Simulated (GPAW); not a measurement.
# Work function of 1T-CrSTe monolayer at several levels, part 2 of 2

Wanted: work functions and dipole of 1T-CrSTe monolayer, with the cost of each level.

GPAW 26.7.0; GPAW, PAW setups; layer in a repeated cell with vacuum, relaxation of atoms and in-plane cell (the session's first sound run).

So far, upper work function (eV): step 3 (plane waves, PBE) 5.65; step 4 (OptPBE vdW: xc = "optPBE-vdW", GPAW, PAW setups, GPAW) 5.87; step 5 (self-consistent run: xc = "vdW-DF2", GPAW, PAW setups, GPAW) 6.01.

### Step 6. Self-consistent run: xc = "revPBE"

Level of this step: GPAW, PAW setups; slab in vacuum (GPAW).

The same geometry under revPBE, to see how far the functional moves the levels against the vacuum.

Contents of run.py:

```python
import json
import numpy as np
from ase import Atoms
from gpaw import GPAW, PW

slab = Atoms(
    ['Te', 'Cr', 'S'],
    positions=[
        [1.73337, 1.00076, 9.00000],
        [-0.00000, -0.00000, 10.92807],
        [-0.00000, 2.00152, 12.09155]],
    cell=[[3.46674, -0.0, 0.0], [-1.73337, 3.00229, 0.0], [0.0, 0.0, 21.0915]],
    pbc=[True, True, False],
    magmoms=[0.0, 3.0, 0.0])

slab.calc = GPAW(mode=PW(400), xc='revPBE', kpts={'size': (9, 9, 1), 'gamma': True},
                 occupations={'name': 'fermi-dirac', 'width': 0.05}, nbands='160%',
                 convergence={'density': 1e-05}, maxiter=200,
                 poissonsolver={'dipolelayer': 'xy'},
                 symmetry={'tolerance': 1e-3}, txt='slab.txt')
result = {}
energy = slab.get_potential_energy()
fermi = slab.calc.get_fermi_level()
v = slab.calc.get_electrostatic_potential().mean((0, 1)) - fermi
n = slab.calc.get_pseudo_density().mean((0, 1))
L = slab.cell[2, 2]
z = np.arange(len(v)) * L / len(v)
low, high = slab.positions[:, 2].min(), slab.positions[:, 2].max()
below, above = np.interp([low - 6.8, high + 6.8], z, v)
slopes = [np.interp(x, z, np.gradient(v, z)) for x in (low - 6.8, high + 6.8)]
eps = np.array([[slab.calc.get_eigenvalues(k, s) for k in range(len(slab.calc.get_ibz_k_points()))]
                for s in range(slab.calc.get_number_of_spins())]) - fermi
top, bottom = eps[eps < 0].max(), eps[eps > 0].min()
dipole = slab.get_dipole_moment()[2]
print(f'energy {energy:.4f} eV, Fermi level {fermi:.4f} eV, dipole {dipole:.5f} e A')
print(f'potential 6.8 A off the faces, from the Fermi level: lower {below:.4f} eV, upper {above:.4f} eV')
print(f'slope of the potential there: lower {slopes[0]:.5f}, upper {slopes[1]:.5f} eV/A')
print(f'nearest levels on the mesh: {top:.4f} and {bottom:.4f} eV')
print('magnetic moment', round(slab.get_magnetic_moment(), 3))
result.update(energy=energy, fermi=fermi, dipole=dipole, below=below, above=above, slopes=slopes, edges=[top, bottom],
              z=z.tolist(), v=v.tolist(), n=n.tolist(), positions=slab.positions.tolist(),
              forces=slab.get_forces(apply_constraint=False).tolist(), moments=slab.get_magnetic_moments().tolist())
json.dump(result, open('result.json', 'w'))
```

Run with:

```sh
> OMP_NUM_THREADS=1 OPENBLAS_NUM_THREADS=1 python run.py
```

The program printed:

```text
energy -17.0049 eV, Fermi level -1.6818 eV, dipole -0.05155 e A
potential 6.8 A off the faces, from the Fermi level: lower 4.6896 eV, upper 5.5823 eV
slope of the potential there: lower 0.00003, upper -0.00004 eV/A
nearest levels on the mesh: -0.0286 and 0.1067 eV
magnetic moment 2.533
```

Wall time 29 s (1 thread of Arm Neoverse V2, shared host); peak memory 0.22 GiB.

This step gave:

```
dipole along the normal                    : -0.05155 e·Å
levels nearest the Fermi level on the mesh : -0.02857, 0.1067 eV from the Fermi level
upper work function                        : 5.582 eV
lower work function                        : 4.690 eV
site moments                               : -0.1017, 2.543, -0.09794 μB
sum of the site moments                    : 2.343 μB
```

Table of electrostatic potential energy of an electron (without an applied field's), less the Fermi level, planar mean by z:

z (Å), electrostatic potential energy of an electron (without an applied field's), less the Fermi level, planar mean (eV) and a bar from the least value:
```
      0.0        5.1 ##############################
      0.5        4.7 #############################
      1.0        4.7 #############################
      1.5        4.7 #############################
      2.0        4.7 #############################
      2.5        4.7 #############################
      3.0        4.7 #############################
      3.5        4.7 #############################
      4.0        4.7 #############################
      4.5        4.7 #############################
      5.0        4.7 #############################
      5.5        4.7 #############################
      6.0        4.7 #############################
      6.5        4.6 #############################
      7.0        4.4 #############################
      7.5        3.7 ############################
      8.0        0.6 ########################
      8.5       -9.7 #############
      9.0      -21.7 
      9.5      -10.4 ############
     10.0       -2.3 #####################
     10.5       -6.3 #################
     11.0      -11.8 ###########
     11.5       -8.0 ###############
     12.0      -15.4 #######
     12.5       -5.4 ##################
     13.0        3.1 ###########################
     13.5        5.1 #############################
     14.0        5.5 ##############################
     14.5        5.6 ##############################
     15.0        5.6 ##############################
     15.5        5.6 ##############################
     16.0        5.6 ##############################
     16.5        5.6 ##############################
     17.0        5.6 ##############################
     17.5        5.6 ##############################
     18.0        5.6 ##############################
     18.5        5.6 ##############################
     19.0        5.6 ##############################
     19.5        5.6 ##############################
     20.0        5.6 ##############################
     20.5        5.6 ##############################
```

The upper face's work function is 5.582 eV, against 5.650 eV in the first plane-wave PBE run at this geometry.

### Step 7. Self-consistent run: xc = "LDA"

The same geometry under LDA, to see how far the functional moves the levels against the vacuum.

Changes to run.py since step 6:

```diff
@@ -15,3 +15,3 @@
 
-slab.calc = GPAW(mode=PW(400), xc='revPBE', kpts={'size': (9, 9, 1), 'gamma': True},
+slab.calc = GPAW(mode=PW(400), xc='LDA', kpts={'size': (9, 9, 1), 'gamma': True},
                  occupations={'name': 'fermi-dirac', 'width': 0.05}, nbands='160%',
```

The program printed:

```text
energy -19.8388 eV, Fermi level -1.9479 eV, dipole -0.04280 e A
potential 6.8 A off the faces, from the Fermi level: lower 5.0153 eV, upper 5.7558 eV
slope of the potential there: lower 0.00003, upper -0.00004 eV/A
nearest levels on the mesh: -0.0043 and 0.0079 eV
magnetic moment 2.38
```

Elapsed: 34 s, on 1 thread; peak memory 0.22 GiB.

Numbers from this step:

- dipole along the normal: -0.04280 e·Å
- levels nearest the Fermi level on the mesh: -0.004272, 0.007914 eV from the Fermi level
- upper work function: 5.756 eV
- lower work function: 5.015 eV
- site moments: -0.09810, 2.363, -0.07274 μB
- sum of the site moments: 2.192 μB

The upper face's work function is 5.756 eV, against 5.650 eV in the first plane-wave PBE run at this geometry.

### Step 8. Self-consistent run: xc = "RPBE"

The same geometry under RPBE, to see how far the functional moves the levels against the vacuum.

Changes to run.py since step 7:

```diff
@@ -15,3 +15,3 @@
 
-slab.calc = GPAW(mode=PW(400), xc='LDA', kpts={'size': (9, 9, 1), 'gamma': True},
+slab.calc = GPAW(mode=PW(400), xc='RPBE', kpts={'size': (9, 9, 1), 'gamma': True},
                  occupations={'name': 'fermi-dirac', 'width': 0.05}, nbands='160%',
```

The program printed:

```text
energy -16.8524 eV, Fermi level -1.6777 eV, dipole -0.05235 e A
potential 6.8 A off the faces, from the Fermi level: lower 4.6866 eV, upper 5.5932 eV
slope of the potential there: lower 0.00003, upper -0.00004 eV/A
nearest levels on the mesh: -0.0236 and 0.1029 eV
magnetic moment 2.541
```

Wall time 29 s (1 thread); peak memory 0.23 GiB.

Numbers from this step:

- dipole along the normal: -0.05235 e·Å
- levels nearest the Fermi level on the mesh: -0.02356, 0.1029 eV from the Fermi level
- upper work function: 5.593 eV
- lower work function: 4.687 eV
- site moments: -0.1028, 2.555, -0.1003 μB
- sum of the site moments: 2.352 μB

The upper face's work function is 5.593 eV, against 5.650 eV in the first plane-wave PBE run at this geometry.

### Step 9. Real-space grid: mode = "fd"

A real-space grid is a second complete basis, so it checks the plane-wave result.

Changes to run.py since step 8:

```diff
@@ -3,3 +3,3 @@
 from ase import Atoms
-from gpaw import GPAW, PW
+from gpaw import GPAW
 
@@ -15,3 +15,3 @@
 
-slab.calc = GPAW(mode=PW(400), xc='RPBE', kpts={'size': (9, 9, 1), 'gamma': True},
+slab.calc = GPAW(mode='fd', h=0.18, xc='PBE', kpts={'size': (9, 9, 1), 'gamma': True},
                  occupations={'name': 'fermi-dirac', 'width': 0.05}, nbands='160%',
```

The program printed:

```text
energy -17.9645 eV, Fermi level -5.2180 eV, dipole -0.04992 e A
potential 6.8 A off the faces, from the Fermi level: lower 4.7842 eV, upper 5.6518 eV
slope of the potential there: lower -0.00000, upper 0.00000 eV/A
nearest levels on the mesh: -0.0214 and 0.1152 eV
magnetic moment 2.509
```

Run time: 2.2 min. Hardware: 1 thread; peak memory 0.45 GiB.

Numbers from this step:

```yaml
dipole_along_the_normal: -0.04992 e·Å
levels_nearest_the_fermi_level_on_the_mesh: -0.02136, 0.1152 eV from the Fermi level
upper_work_function: 5.652 eV
lower_work_function: 4.784 eV
site_moments: -0.09812, 2.511, -0.09051 μB
sum_of_the_site_moments: 2.322 μB
```

The electrostatic potential energy of an electron (without an applied field's), less the Fermi level, planar mean by z:

| z (Å) | electrostatic potential energy of an electron (without an applied field's), less the Fermi level, planar mean (eV) |
| --- | --- |
| 0.0 | 5.22 |
| 0.5 | 4.78 |
| 1.0 | 4.78 |
| 1.5 | 4.78 |
| 2.0 | 4.78 |
| 2.5 | 4.78 |
| 3.0 | 4.78 |
| 3.5 | 4.78 |
| 4.0 | 4.78 |
| 4.5 | 4.78 |
| 5.0 | 4.78 |
| 5.5 | 4.78 |
| 6.0 | 4.77 |
| 6.5 | 4.72 |
| 7.0 | 4.53 |
| 7.5 | 3.74 |
| 8.0 | 0.654 |
| 8.5 | -9.70 |
| 9.0 | -21.8 |
| 9.5 | -10.3 |
| 10.0 | -2.18 |
| 10.5 | -6.19 |
| 11.0 | -11.8 |
| 11.5 | -7.94 |
| 12.0 | -15.5 |
| 12.5 | -5.37 |
| 13.0 | 3.14 |
| 13.5 | 5.13 |
| 14.0 | 5.55 |
| 14.5 | 5.63 |
| 15.0 | 5.65 |
| 15.5 | 5.65 |
| 16.0 | 5.65 |
| 16.5 | 5.65 |
| 17.0 | 5.65 |
| 17.5 | 5.65 |
| 18.0 | 5.65 |
| 18.5 | 5.65 |
| 19.0 | 5.65 |
| 19.5 | 5.65 |
| 20.0 | 5.65 |
| 20.5 | 5.65 |
| 21.0 | 5.65 |

The upper face's work function is 5.652 eV, against 5.650 eV in the first plane-wave PBE run at this geometry.

### Step 10. Atomic orbitals: mode = "lcao"

Atom-centred orbitals end a few angstrom from the surface, which tests how much the density's tail matters.

Changes to run.py since step 9:

```diff
@@ -15,4 +15,4 @@
 
-slab.calc = GPAW(mode='fd', h=0.18, xc='PBE', kpts={'size': (9, 9, 1), 'gamma': True},
-                 occupations={'name': 'fermi-dirac', 'width': 0.05}, nbands='160%',
+slab.calc = GPAW(mode='lcao', basis='dzp', h=0.18, xc='PBE', kpts={'size': (9, 9, 1), 'gamma': True},
+                 occupations={'name': 'fermi-dirac', 'width': 0.05}, nbands='120%',
                  convergence={'density': 1e-05}, maxiter=200,
```

The program printed:

```text
energy -16.8869 eV, Fermi level -5.2061 eV, dipole -0.03330 e A
potential 6.8 A off the faces, from the Fermi level: lower 4.9168 eV, upper 5.4954 eV
slope of the potential there: lower 0.00000, upper 0.00000 eV/A
nearest levels on the mesh: -0.0557 and 0.0213 eV
magnetic moment 2.507
```

It took 47 s on 1 thread; peak memory 0.27 GiB.

This step gave:

```yaml
dipole_along_the_normal: -0.03330 e·Å
levels_nearest_the_fermi_level_on_the_mesh: -0.05567, 0.02127 eV from the Fermi level
upper_work_function: 5.495 eV
lower_work_function: 4.917 eV
site_moments: -0.1068, 2.496, -0.09895 μB
sum_of_the_site_moments: 2.290 μB
```

Table of electrostatic potential energy of an electron (without an applied field's), less the Fermi level, planar mean by z:

```csv
z (Å),"electrostatic potential energy of an electron (without an applied field's), less the Fermi level, planar mean (eV)"
0.0,5.21
0.5,4.92
1.0,4.92
1.5,4.92
2.0,4.92
2.5,4.92
3.0,4.92
3.5,4.92
4.0,4.92
4.5,4.92
5.0,4.92
5.5,4.92
6.0,4.92
6.5,4.90
7.0,4.77
7.5,4.01
8.0,0.837
8.5,-9.72
9.0,-22.0
9.5,-10.6
10.0,-2.44
10.5,-6.33
11.0,-11.8
11.5,-7.95
12.0,-15.5
12.5,-5.39
13.0,3.14
13.5,5.10
14.0,5.45
14.5,5.49
15.0,5.50
15.5,5.50
16.0,5.50
16.5,5.50
17.0,5.50
17.5,5.50
18.0,5.50
18.5,5.50
19.0,5.50
19.5,5.50
20.0,5.50
20.5,5.50
21.0,5.50
```

The upper face's work function is 5.495 eV, against 5.650 eV in the first plane-wave PBE run at this geometry.

### Step 11. Cost and result by level

Times are for 1 thread of Arm Neoverse V2, shared host. The runs compared:

```
no.         run  upper work function (eV)  lower work function (eV)     time  memory (GiB)
  1          pw                     5.650                     4.781     30 s          0.23
  2  optPBE vdW                     5.869                     4.990     37 s          0.36
  3     vdW DF2                     6.006                     5.103     37 s          0.36
  4      revPBE                     5.582                     4.690     29 s          0.22
  5         LDA                     5.756                     5.015     34 s          0.22
  6        RPBE                     5.593                     4.687     29 s          0.23
  7          fd                     5.652                     4.784  2.2 min          0.45
  8        lcao                     5.495                     4.917     47 s          0.27
```

### Step 12. Side by side

Results and costs are gathered.

This step: comparison of work functions, dipole and cost (GPAW 26.7.0).

Ladder, by row:

```
      step  code  work function, upper (eV)  work function, lower (eV)  dipole (e Å)  wall time (s)  peak memory (GiB)  threads
        pw  GPAW                       5.65                      4.781      -0.05019          29.92               0.23        1
optPBE-vdW  GPAW                      5.869                       4.99      -0.05081          36.91               0.36        1
   vdW-DF2  GPAW                      6.006                      5.103      -0.05215          36.85               0.36        1
    revPBE  GPAW                      5.582                       4.69      -0.05155          29.27               0.22        1
       LDA  GPAW                      5.756                      5.015       -0.0428          33.96               0.22        1
      RPBE  GPAW                      5.593                      4.687      -0.05235          29.01               0.23        1
        fd  GPAW                      5.652                      4.784      -0.04992          134.9               0.45        1
      lcao  GPAW                      5.495                      4.917       -0.0333          46.57               0.27        1
```

### Step 13. A changed run

One more run, with changed settings.

This step: GPAW, PAW setups; slab in vacuum (GPAW 26.7.0).

Changes to run.py since step 10:

```diff
@@ -3,3 +3,3 @@
 from ase import Atoms
-from gpaw import GPAW
+from gpaw import GPAW, PW
 
@@ -15,5 +15,5 @@
 
-slab.calc = GPAW(mode='lcao', basis='dzp', h=0.18, xc='PBE', kpts={'size': (9, 9, 1), 'gamma': True},
-                 occupations={'name': 'fermi-dirac', 'width': 0.05}, nbands='120%',
-                 convergence={'density': 1e-05}, maxiter=200,
+slab.calc = GPAW(mode=PW(400), xc='PBE', kpts={'size': (9, 9, 1), 'gamma': True},
+                 occupations={'name': 'fermi-dirac', 'width': 0.05}, nbands='160%',
+                 convergence={'density': 1e-05}, maxiter=100,
                  poissonsolver={'dipolelayer': 'xy'},
@@ -28,4 +28,4 @@
 low, high = slab.positions[:, 2].min(), slab.positions[:, 2].max()
-below, above = np.interp([low - 6.8, high + 6.8], z, v)
-slopes = [np.interp(x, z, np.gradient(v, z)) for x in (low - 6.8, high + 6.8)]
+below, above = np.interp([low - 1.0, high + 1.0], z, v)
+slopes = [np.interp(x, z, np.gradient(v, z)) for x in (low - 1.0, high + 1.0)]
 eps = np.array([[slab.calc.get_eigenvalues(k, s) for k in range(len(slab.calc.get_ibz_k_points()))]
@@ -35,3 +35,3 @@
 print(f'energy {energy:.4f} eV, Fermi level {fermi:.4f} eV, dipole {dipole:.5f} e A')
-print(f'potential 6.8 A off the faces, from the Fermi level: lower {below:.4f} eV, upper {above:.4f} eV')
+print(f'potential 1.0 A off the faces, from the Fermi level: lower {below:.4f} eV, upper {above:.4f} eV')
 print(f'slope of the potential there: lower {slopes[0]:.5f}, upper {slopes[1]:.5f} eV/A')
```

The program printed:

```text
energy -17.9090 eV, Fermi level -1.7567 eV, dipole -0.05019 e A
potential 1.0 A off the faces, from the Fermi level: lower 0.6129 eV, upper 3.7438 eV
slope of the potential there: lower -11.36739, upper 6.12396 eV/A
nearest levels on the mesh: -0.0204 and 0.1170 eV
magnetic moment 2.507
```

Run time: 30 s. Hardware: 1 thread; peak memory 0.23 GiB.

The run finished. A setting was moved off its sound value on purpose, so it serves as a test and not as the result.

The fault put into the input: the potential probed 1 A off the face (probe = 1.0).

### Step 14. Summary of results

| Quantity | Value |
| --- | --- |
| work function, upper and lower face | 5.650 and 4.781 eV |
| dipole along the normal | -0.0502 e Å |

**Reading.** With plane waves and PBE the work function is 5.65 eV on the upper face and 4.78 eV on the lower. The two faces differ by 0.87 eV, the step that the slab's dipole makes (e p/(ε0 A) gives 0.87 eV), so the dipole layer is needed. Over the sound runs of the table the upper face's work function spans 5.495 (lcao) to 6.006 eV (vdW-DF2). Atomic orbitals miss the plane-wave value by -0.15 eV, since they describe the tail of the density in the vacuum poorly. The starting lattice was a guess from atomic radii; the relaxation moved it by 3 %. The relaxation of atoms and cell ran in a fully periodic cell without the dipole layer, so the atoms of this polar layer felt a small spurious field. One magnetic start was tried; another order may lie lower. The layer's cell and atoms come from the relaxation; spin-orbit coupling and temperature are left out.

[Logs are printed without paths, hosts, clocks, repeated set-up lines and the standing remarks that a program may print on its own settings, such as how far it seeks lower states.]

[Hosts, paths, dates, database ids (printed as entryN), source tags and the programs' standing remarks are cut or masked in the printed files.]
